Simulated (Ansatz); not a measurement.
# Decaying states in the gap of Ba3SrP2Br2

A new crystal, Ba3SrP2Br2: structure, gap and complex bands. It is built by putting Ba for Ca, P for N in the SrCa3Br2N2 structure of space group Pm, with the volume rescaled by atomic radii. The parent structure comes from the Materials Project.

Main program and level: Ansatz 0.2.0; PBEsol DFT, plane waves, PAW files, in the first sound run; inputs show where later runs differ.

The structure was built from a prototype and need not be the compound's stable phase.

### 1. The structure

It takes space group Pm (No. 6, monoclinic). The conventional cell has a = 7.171 Å, b = 4.139 Å, c = 8.112 Å, α = 90.00°, β = 107.15°, γ = 90.00°. Nearest to Sr lie 3 P at 2.84 to 2.86 Å and 3 Br at 3.45 to 3.48 Å. Nearest to Ba lie 3 P at 2.69 to 2.72 Å and 3 Br at 3.53 to 3.57 Å and 3 Ba at 3.57 to 3.58 Å. Nearest to Ba lie 3 P at 2.71 Å and 3 Br at 3.38 to 3.40 Å. Ba has 3 P at 2.75 to 2.77 Å and 3 Br at 3.43 to 3.45 Å nearest. Br has 4 Ba at 3.38 to 3.57 Å and 2 Sr at 3.48 Å nearest. Nearest to Br lie 5 Ba at 3.40 to 3.53 Å and 1 Sr at 3.45 Å. It derives from SrCa3Br2N2. Ba for Ca, P for N in the SrCa3Br2N2 structure of space group Pm. Farther neighbours and most contacts between anions are not listed.

### 2. Relaxing the new crystal

The substituted atoms don't fit the parent's cell, so cell and atoms relax together. A small smearing keeps the run stable in case the gap closes on the way.

File input.yaml:

```yaml
crystal:
  lattice:
    - [7.1710053585, 0.0, 0.0]
    - [0.0, 4.1388528944, 0.0]
    - [-2.391966269, 0.0, 7.7510000557]
  atoms:
    - { symbol: Sr, position: [0.272352, 0.5, 0.313098] }
    - { symbol: Ba, position: [0.776215, 0.0, 0.33459] }
    - { symbol: Ba, position: [0.726146, 0.5, 0.678139] }
    - { symbol: Ba, position: [0.225389, 0.0, 0.677086] }
    - { symbol: Br, position: [0.990815, 0.0, 0.989398] }
    - { symbol: Br, position: [0.504207, 0.5, 0.995454] }
    - { symbol: P, position: [0.508695, 0.0, 0.507522] }
    - { symbol: P, position: [0.996181, 0.5, 0.504713] }
kpoints:
  mp_grid: { grid: [4, 6, 4] }
scf:
  occupations: { method: gaussian, width: 0.03 }
hamiltonian:
  xc: pbesol
output:
  forces: true
  stress: true
relax:
  f_tol: 0.02
  max_steps: 60
  cell: {}
```

The run is started by

```
ansatz run input.yaml --threads 2 --pin off --max-ram 4096MiB --backend cpu --events-out ev --progress --plain --runs-dir out
```

Numbers of over 12 decimals in the logs are rounded to 6 here.

The log of the run:

```text
Engine: ansatz 0.2.0, x86_64-unknown-linux-gnu
Pseudopotentials: kind: paw
Pseudopotential: Sr, paw, valence charge 10, recommended cutoff 420 eV (normal), Sr.paw.azcp
Pseudopotential: Ba, paw, valence charge 10, recommended cutoff 420 eV (normal), Ba.paw.azcp
Pseudopotential: Br, paw, valence charge 7, recommended cutoff 420 eV (normal), Br.paw.azcp
Pseudopotential: P, paw, valence charge 5, recommended cutoff 420 eV (normal), P.paw.azcp
Functional definition: PBEsol
  exchange = pbesol_x
  correlation = pbesol_c
Crystal: 8 atoms, lattice volume = 230.048 Å³
Basis set: ecut = 420 eV, 4491 PW (Γ), exchange–correlation on 96×60×120 points (8 copies of the dense FFT grid, shifted against one another)
Bands: 40, of which v1, the nominal top of the filled ones, is band 32 counted from 1 (31 counted from 0)
Symmetry: 2 space group operations
Space group: Pm (ITA 6), of the structure as read, at distance tolerance 6.1e-5 Å
k-points: 40 of 96 (time reversal used)
Non-local potential: Sr, projectors of the file, l = 0: 3, l = 1: 2, l = 2: 2
Non-local potential: Ba, projectors of the file, l = 0: 3, l = 1: 2, l = 2: 2, l = 3: 2
Non-local potential: Br, projectors of the file, l = 0: 2, l = 1: 2, l = 2: 2
Non-local potential: P, projectors of the file, l = 0: 2, l = 1: 2, l = 2: 2
PAW form: soft (Blöchl's): semilocal exchange-correlation on the pseudo side does not see the compensation charge
PAW frozen core: Sr, regenerated for the run's functional, and the local potential with it (the file was generated under x = pbe(κ = 0.804, μ = 0.219515), c = pbe(β = 0.066725))
PAW frozen core: Ba, regenerated for the run's functional, and the local potential with it (the file was generated under x = pbe(κ = 0.804, μ = 0.219515), c = pbe(β = 0.066725))
PAW frozen core: Br, regenerated for the run's functional, and the local potential with it (the file was generated under x = pbe(κ = 0.804, μ = 0.219515), c = pbe(β = 0.066725))
PAW frozen core: P, regenerated for the run's functional, and the local potential with it (the file was generated under x = pbe(κ = 0.804, μ = 0.219515), c = pbe(β = 0.066725))
PAW one-centre angular grid: Sr, 110 points (default); XC on 64 Gauss nodes
PAW one-centre angular grid: Ba, 194 points (default); XC on 64 Gauss nodes
PAW one-centre angular grid: Br, 110 points (default); XC on 64 Gauss nodes
PAW one-centre angular grid: P, 110 points (default); XC on 64 Gauss nodes
Initial density: superposition of atomic densities (neutral atoms: chi_scale 0, normalization atom), corrected by the library's trained network
Initial wavefunctions: pseudopotential atomic-orbital guess
Functional: x = pbesol(κ = 0.804, μ = 0.123457), c = pbesol(β = 0.046)
SCF iter   1: F=—  HF=-28041.055165 eV  |F-HF|=—  |Δ(HF+E_count)|=         —  Δρ=2.63e-3  dr2=2.47e-2  ethr=1.77e-3  ⟨swp⟩=14.5  Hψ=11198  notcnv=0  defer=13
preconditioner: auto → Resta (q_TF=auto, 2.204 Å⁻¹)  ε∞=3.7  [insulator: Δε(μ)=0.671 eV  Ē_g=11.145 eV  σ=0.030 eV  W_gap=1.00  n_scr=38 (ndim 8)  ℏωp=18.3 eV  f_vac=0.003  D(μ)=0.00/eV (n_scr^D=0)  ε∞_Penn≈3.7]
SCF iter   2: F=—  HF=-28041.052835 eV  |F-HF|=—  |Δ(HF+E_count)|=   2.33e-3  Δρ=1.40e-3  dr2=5.36e-3  ethr=3.86e-5  ⟨swp⟩=3.1  Hψ=3224  notcnv=0  defer=107
SCF iter   3: F=—  HF=-28041.052416 eV  |F-HF|=—  |Δ(HF+E_count)|=   4.18e-4  Δρ=3.57e-4  dr2=6.05e-4  ethr=8.37e-6  ⟨swp⟩=2.1  Hψ=2248  notcnv=0  defer=107
SCF iter   4: F=—  HF=-28041.052395 eV  |F-HF|=—  |Δ(HF+E_count)|=   2.11e-5  Δρ=1.05e-4  dr2=4.04e-5  ethr=9.45e-7  ⟨swp⟩=2.1  Hψ=2092  notcnv=0  defer=107
SCF iter   5: F=—  HF=-28041.052518 eV  |F-HF|=—  |Δ(HF+E_count)|=   1.23e-4  Δρ=3.01e-5  dr2=4.17e-6  ethr=6.32e-8  ⟨swp⟩=2.3  Hψ=2786  notcnv=0  defer=107
SCF iter   6: F=—  HF=-28041.052519 eV  |F-HF|=—  |Δ(HF+E_count)|=   1.43e-6  Δρ=1.07e-5  dr2=5.40e-7  ethr=6.52e-9  ⟨swp⟩=2.1  Hψ=2446  notcnv=0  defer=107
SCF iter   7: F=-28041.052519 eV  HF=-28041.052519 eV  |F-HF|=2.92e-8  |Δ(HF+E_count)|=   1.35e-7  Δρ=3.30e-6  dr2=7.15e-8  ethr=1.56e-10  ⟨swp⟩=6.0  Hψ=7621  notcnv=0
SCF 1 converged in 7 iterations: F = -28041.052519 eV  dr2 = 7.15e-8
  greatest PAW one-centre occupation: 0.987 electrons in one spin orbital (limit 2), on the Sr atom at site 0 (counted from 0), in its partial waves of l = 0
relax step   1: F+E_penalty+E_count = -28041.05251921 eV  Δ(F+E_penalty+E_count) = +0.000e0 eV  max|allowed force component| = 5.340e0 eV/Å  Δτ_max = 0.0000 Å  P = +16.872 GPa  Ω = 230.048 Å³  (7 SCF iters, dr2 threshold 1.00e-7 eV, accepted)
Crystal: 8 atoms, lattice volume = 246.540 Å³
Basis set: ecut = 420 eV, 4819 PW (Γ), exchange–correlation on 96×60×120 points (8 copies of the dense FFT grid, shifted against one another)
Initial density: handed on by an earlier stage of this run
Initial wavefunctions: those handed on with the density
iter 1 solved again at ethr=2.89e-3 eV; its pass at ethr=3.10e-3 eV (dr2=1.85e0 eV) is discarded
SCF iter   1: F=—  HF=-28044.887289 eV  |F-HF|=—  |Δ(HF+E_count)|=         —  Δρ=1.38e-2  dr2=1.86e0  ethr=2.89e-3  ⟨swp⟩=1.1  Hψ=11317  notcnv=0
preconditioner: auto → Resta (q_TF=auto, 2.179 Å⁻¹)  ε∞=3.5  [insulator: Δε(μ)=0.538 eV  Ē_g=11.268 eV  σ=0.030 eV  W_gap=1.00  n_scr=48 (ndim 8)  ℏωp=17.7 eV  f_vac=0.000  D(μ)=0.00/eV (n_scr^D=0)  ε∞_Penn≈3.5]
SCF iter   2: F=—  HF=-28044.466390 eV  |F-HF|=—  |Δ(HF+E_count)|=   4.21e-1  Δρ=4.18e-3  dr2=1.32e-1  ethr=2.89e-3  ⟨swp⟩=3.6  Hψ=2917  notcnv=0  defer=6
SCF iter   3: F=—  HF=-28044.441869 eV  |F-HF|=—  |Δ(HF+E_count)|=   2.45e-2  Δρ=1.62e-3  dr2=8.38e-3  ethr=2.06e-4  ⟨swp⟩=3.7  Hψ=3159  notcnv=0  defer=122
SCF iter   4: F=—  HF=-28044.440181 eV  |F-HF|=—  |Δ(HF+E_count)|=   1.69e-3  Δρ=3.66e-4  dr2=8.75e-4  ethr=1.31e-5  ⟨swp⟩=2.3  Hψ=2938  notcnv=0  defer=122
SCF iter   5: F=—  HF=-28044.440022 eV  |F-HF|=—  |Δ(HF+E_count)|=   1.58e-4  Δρ=1.16e-4  dr2=7.47e-5  ethr=1.37e-6  ⟨swp⟩=2.0  Hψ=2148  notcnv=0  defer=122
SCF iter   6: F=—  HF=-28044.440135 eV  |F-HF|=—  |Δ(HF+E_count)|=   1.12e-4  Δρ=4.72e-5  dr2=7.17e-6  ethr=1.17e-7  ⟨swp⟩=2.4  Hψ=2857  notcnv=0  defer=122
SCF iter   7: F=-28044.440137 eV  HF=-28044.440137 eV  |F-HF|=2.10e-8  |Δ(HF+E_count)|=   2.06e-6  Δρ=1.09e-5  dr2=5.32e-7  ethr=1.25e-9  ⟨swp⟩=6.5  Hψ=8174  notcnv=0
SCF 2 converged in 7 iterations: F = -28044.440137 eV  dr2 = 5.32e-7
relax step   2: F+E_penalty+E_count = -28044.44013661 eV  Δ(F+E_penalty+E_count) = -3.388e0 eV  max|allowed force component| = 2.330e0 eV/Å  Δτ_max = 0.1950 Å  P = +7.658 GPa  Ω = 246.540 Å³  energy of the carried Pulay correction = -1.153e-3 eV  (7 SCF iters, dr2 threshold 8.00e-7 eV, accepted)
[...]
SCF iter   5: F=—  HF=-28045.496993 eV  |F-HF|=—  |Δ(HF+E_count)|=   1.66e-4  Δρ=1.02e-4  dr2=5.52e-5  ethr=1.33e-6  ⟨swp⟩=2.5  Hψ=2540  notcnv=0  defer=133
SCF iter   6: F=—  HF=-28045.497130 eV  |F-HF|=—  |Δ(HF+E_count)|=   1.37e-4  Δρ=3.96e-5  dr2=8.94e-6  ethr=8.63e-8  ⟨swp⟩=2.3  Hψ=2868  notcnv=0  defer=133
SCF iter   7: F=-28045.497133 eV  HF=-28045.497133 eV  |F-HF|=3.09e-7  |Δ(HF+E_count)|=   2.26e-6  Δρ=1.01e-5  dr2=4.89e-7  ethr=1.25e-9  ⟨swp⟩=5.3  Hψ=9032  notcnv=0
SCF 3 converged in 7 iterations: F = -28045.497133 eV  dr2 = 4.89e-7
relax step   3: F+E_penalty+E_count = -28045.49713288 eV  Δ(F+E_penalty+E_count) = -1.057e0 eV  max|allowed force component| = 4.111e-1 eV/Å  Δτ_max = 0.1976 Å  P = +2.321 GPa  Ω = 263.454 Å³  energy of the carried Pulay correction = -2.256e-3 eV  (7 SCF iters, dr2 threshold 8.00e-7 eV, accepted)
[...]
relax step   4: F+E_penalty+E_count = -28045.73844311 eV  Δ(F+E_penalty+E_count) = -2.413e-1 eV  max|allowed force component| = 3.448e-1 eV/Å  Δτ_max = 0.0704 Å  P = +0.318 GPa  Ω = 277.587 Å³  energy of the carried Pulay correction = -3.121e-3 eV  (7 SCF iters, dr2 threshold 8.00e-7 eV, accepted)
[...]
relax step   5: F+E_penalty+E_count = -28045.76497492 eV  Δ(F+E_penalty+E_count) = -2.653e-2 eV  max|allowed force component| = 9.404e-2 eV/Å  Δτ_max = 0.0469 Å  P = -0.079 GPa  Ω = 278.102 Å³  energy of the carried Pulay correction = -3.152e-3 eV  (6 SCF iters, dr2 threshold 8.00e-7 eV, accepted)
[...]
relax step   6: F+E_penalty+E_count = -28045.76913951 eV  Δ(F+E_penalty+E_count) = -4.165e-3 eV  max|allowed force component| = 5.065e-2 eV/Å  Δτ_max = 0.0226 Å  P = -0.074 GPa  Ω = 277.028 Å³  energy of the carried Pulay correction = -3.088e-3 eV  (5 SCF iters, dr2 threshold 5.53e-7 eV, accepted)
[...]
relax step   7: F+E_penalty+E_count = -28045.77026954 eV  Δ(F+E_penalty+E_count) = -1.130e-3 eV  max|allowed force component| = 1.288e-2 eV/Å  Δτ_max = 0.0142 Å  P = +0.001 GPa  Ω = 276.307 Å³  energy of the carried Pulay correction = -3.045e-3 eV  (6 SCF iters, dr2 threshold 1.60e-7 eV, accepted)
[...]
relax step   8: F+E_penalty+E_count = -28045.78098232 eV  Δ(F+E_penalty+E_count) = -1.071e-2 eV  max|allowed force component| = 1.279e-2 eV/Å  Δτ_max = 0.0000 Å  P = +0.062 GPa  Ω = 276.307 Å³  stress off target by 9.66e-2 GPa  SCF on the basis re-selected at this cell (its energy is not comparable with the rows above)  (6 SCF iters)
[...]
relax step   9: F+E_penalty+E_count = -28045.78119802 eV  Δ(F+E_penalty+E_count) = -2.157e-4 eV  max|allowed force component| = 5.119e-3 eV/Å  Δτ_max = 0.0067 Å  P = -0.015 GPa  Ω = 276.880 Å³  energy of the carried Pulay correction = -3.146e-5 eV  (5 SCF iters, dr2 threshold 2.33e-8 eV, accepted)
iter 1 solved again at ethr=2.06e-6 eV; its pass at ethr=3.10e-3 eV (dr2=1.32e-3 eV) is discarded
SCF iter   1: F=—  HF=-28045.781024 eV  |F-HF|=—  |Δ(HF+E_count)|=         —  Δρ=4.99e-6  dr2=6.87e-8  ethr=2.06e-6  ⟨swp⟩=3.7  Hψ=16386  notcnv=0
eigensolver tolerance schedule: the retry pair's looser diagonalisation over-reported the residual by 19169.26 of it (diagonalisation noise at an unbounded share of the residual, at the tolerance the schedule requests for it); recorded, not acted on — ethr = c·dr2/N_el stays at c = 1.0e-1
preconditioner: auto → Resta (q_TF=auto, 2.137 Å⁻¹)  ε∞=3.3  [insulator: Δε(μ)=1.138 eV  Ē_g=10.381 eV  σ=0.030 eV  W_gap=1.00  n_scr=48 (ndim 8)  ℏωp=15.8 eV  f_vac=0.003  D(μ)=0.00/eV (n_scr^D=0)  ε∞_Penn≈3.3]
SCF iter   2: F=—  HF=-28045.781229 eV  |F-HF|=—  |Δ(HF+E_count)|=   2.05e-4  Δρ=2.95e-6  dr2=3.18e-8  ethr=1.07e-10  ⟨swp⟩=4.8  Hψ=5473  notcnv=0
SCF iter   3: F=—  HF=-28045.781229 eV  |F-HF|=—  |Δ(HF+E_count)|=   1.27e-9  Δρ=1.92e-6  dr2=1.27e-8  ethr=4.97e-11  ⟨swp⟩=2.0  Hψ=1734  notcnv=0
SCF iter   4: F=—  HF=-28045.781229 eV  |F-HF|=—  |Δ(HF+E_count)|=   9.38e-9  Δρ=1.01e-6  dr2=3.25e-9  ethr=1.99e-11  ⟨swp⟩=2.1  Hψ=2888  notcnv=0
SCF iter   5: F=—  HF=-28045.781229 eV  |F-HF|=—  |Δ(HF+E_count)|=  2.98e-10  Δρ=6.94e-7  dr2=1.58e-9  ethr=5.08e-12  ⟨swp⟩=2.0  Hψ=1868  notcnv=0
SCF iter   6: F=—  HF=-28045.781229 eV  |F-HF|=—  |Δ(HF+E_count)|=  3.09e-10  Δρ=3.48e-7  dr2=4.04e-10  ethr=2.46e-12  ⟨swp⟩=2.0  Hψ=2257  notcnv=0
SCF iter   7: F=-28045.781229 eV  HF=-28045.781229 eV  |F-HF|=5.46e-11  |Δ(HF+E_count)|=  9.82e-11  Δρ=1.57e-7  dr2=7.22e-11  ethr=1.00e-12  ⟨swp⟩=4.7  Hψ=7785  notcnv=0
SCF 10 converged in 7 iterations: F = -28045.781229 eV  dr2 = 7.22e-11
relax step  10: F+E_penalty+E_count = -28045.78122930 eV  Δ(F+E_penalty+E_count) = -3.128e-5 eV  max|allowed force component| = 5.151e-3 eV/Å  Δτ_max = 0.0000 Å  P = -0.015 GPa  Ω = 276.880 Å³  stress off target by 2.41e-2 GPa  SCF on the basis re-selected at this cell (its energy is not comparable with the rows above)  (7 SCF iters)
basis re-selected at this cell: Δ(F+E_penalty+E_count) = -3.128e-5 eV, ΔP = -0.000 GPa vs the last step (what re-selecting the basis moved, of the pressure what is left beyond the Pulay correction that the steps carried, after the strain that the cell walked since its last selection, with what the two solves' SCF thresholds leave and, on support functions, any second-order correction that the steps lacked; it is no m [...]
SCF converged after 7 iterations
Free energy (F): -28045.781229 eV
Harris-Foulkes:  -28045.781229 eV  (|F-HF|=5.46e-11)
Internal energy: -28045.781229 eV  (E = F + TS)
E sigma→0 (E₀):  -28045.781229 eV
Fermi energy:    6.821059 eV
--- Per-component energies (eV) ---
  E_band       = -294.271795
  E_kinetic    = 1159.817823
  E_local      = -2169.630041  (includes V_loc(G=0)·N_el)
  E_nonlocal   = 588.181169
  E_hartree    = 609.538406
  E_xc         = -1319.705431
  E_vxc        = -900.479715  (∫ρ·V_xc dr)
  E_paw        = -23579.998865  (= ΣΔE_a)
  E_vpaw       = -191.237717  (= ΣTr[D̂ρ^β])
  E_aug_tail   = -0.000002  (compensation charges beyond the density's cutoff)
  E_ewald      = -3334.849668
  E_core_change = 0.865380  (= ΣΔE_core)
  E_smearing   = -0.000000  (= −TS)
  E_closure    = 0.000000  (closes the sum)
  Σ components = -28045.781229   (vs F -28045.781229, Δ=0.00e0)
--- Forces (eV/Å), atoms counted from 1 ---
  atom   1  Sr    -0.00051502     0.00000000     0.00223597
  atom   2  Ba    -0.00032331     0.00000000    -0.00042669
  atom   3  Ba    -0.00002861    -0.00000000     0.00081558
  atom   4  Ba    -0.00001669    -0.00000000    -0.00077032
  atom   5  Br     0.00075170    -0.00000000     0.00312832
  atom   6  Br    -0.00080300    -0.00000000     0.00071373
  atom   7  P     -0.00421667     0.00000000    -0.00304500
  atom   8  P      0.00515140    -0.00000000    -0.00264493
  max |Σ_I F_I| component: 6.66e-6 eV/Å
--- Stress (GPa, compression-positive) ---
       -0.024018       0.000000      -0.001290
        0.000000      -0.013975       0.000000
       -0.001290       0.000000      -0.007352
  P = ⅓ Tr σ = -0.0151 GPa (-0.151 kbar)
--- Relaxed structure (8 steps of the walk, 8 accepted, 2 SCFs on fresh bases) ---
  F+E_penalty+E_count = -28045.78122930 eV   max|allowed force component| = 5.151e-3 eV/Å   (the final SCF, on the basis selected at the relaxed cell)
  cell:  # Å, volume = 276.8799 Å³
    - [7.920360, -8.338357086532804e-17, 0.00373988]
    - [-4.8126073872235886e-17, 4.572334, -9.625214774447177e-17]
    - [-2.637879, -1.5244186572094154e-16, 7.644303]
  atoms:
    - { symbol: Sr, position: [0.265849, 0.500000, 0.296179] }
    - { symbol: Ba, position: [0.758523, 0, 0.274863] }
    - { symbol: Ba, position: [0.738947, 0.5, 0.712587] }
    - { symbol: Ba, position: [0.236558, 0, 0.713046] }
    - { symbol: Br, position: [1.016171, 0, 1.011748] }
    - { symbol: Br, position: [0.487494, 0.5, 1.003506] }
    - { symbol: P, position: [0.497289, 0, 0.495229] }
    - { symbol: P, position: [0.999169, 0.500000, 0.492843] }
```

The job ended after 1.9 min (2 threads of Intel Xeon Platinum 8488C (Sapphire Rapids), shared host; peak memory 0.76 GiB; 3.8 min of CPU time).

Relaxation path:

```tsv
step	energy less that of the first step (eV)	largest force component (eV/Å)	pressure (GPa)	volume (Å³)
1	0.0000	5.3400	16.87	230.05
2	-3.3876	2.3297	7.66	246.54
3	-4.4446	0.4111	2.32	263.45
4	-4.6859	0.3448	0.32	277.59
5	-4.7125	0.0940	-0.08	278.10
6	-4.7166	0.0506	-0.07	277.03
7	-4.7178	0.0129	0.00	276.31
8*	-4.7285	0.0128	0.06	276.31
9	-4.7287	0.0051	-0.02	276.88
10*	-4.7287	0.0052	-0.02	276.88
```

Relaxation steps marked * repeat the geometry before them on a plane-wave basis chosen anew for their cell, so energy and pressure can jump there.

Forces are held to the 2 operations that the run works with; a distortion that breaks them can't arise in this run.

```tsv
cell as run	before	after	change
a (Å)	7.171	7.920	+10.4 %
b (Å)	4.139	4.572	+10.5 %
c (Å)	8.112	8.087	-0.3 %
β (°)	107.15	109.01	+1.7 %
volume (Å³/atom)	28.76	34.61	+20.4 %
```

The atoms that moved most (Å, as changes of fractional coordinates times the final cell):

```tsv
atom	dx	dy	dz	length
Ba2	0.017	0.000	-0.457	0.457
Ba4	-0.006	0.000	0.275	0.275
Ba3	0.011	0.000	0.263	0.264
Br5	0.142	0.000	0.171	0.222
Br6	-0.154	0.000	0.061	0.165
Sr1	-0.007	0.000	-0.129	0.130
P7	-0.058	0.000	-0.094	0.110
P8	0.055	0.000	-0.091	0.106
```

Numbers from this step:

```
free energy  : -28045.7812 eV
Fermi energy : 6.821 eV
pressure     : -0.01512 GPa
```

The largest force component on a free atom ends at 0.0052 eV/Å.

[end of part 1 of 3]

[Logs are printed without paths, hosts, clocks, repeated set-up lines and the standing remarks that a program may print on its own settings, such as how far it seeks lower states.]

[Hosts, paths, dates, database ids (printed as entryN), source tags and the programs' standing remarks are cut or masked in the printed files.]

[New means built here by substitution; the compound itself may be known and measured.]
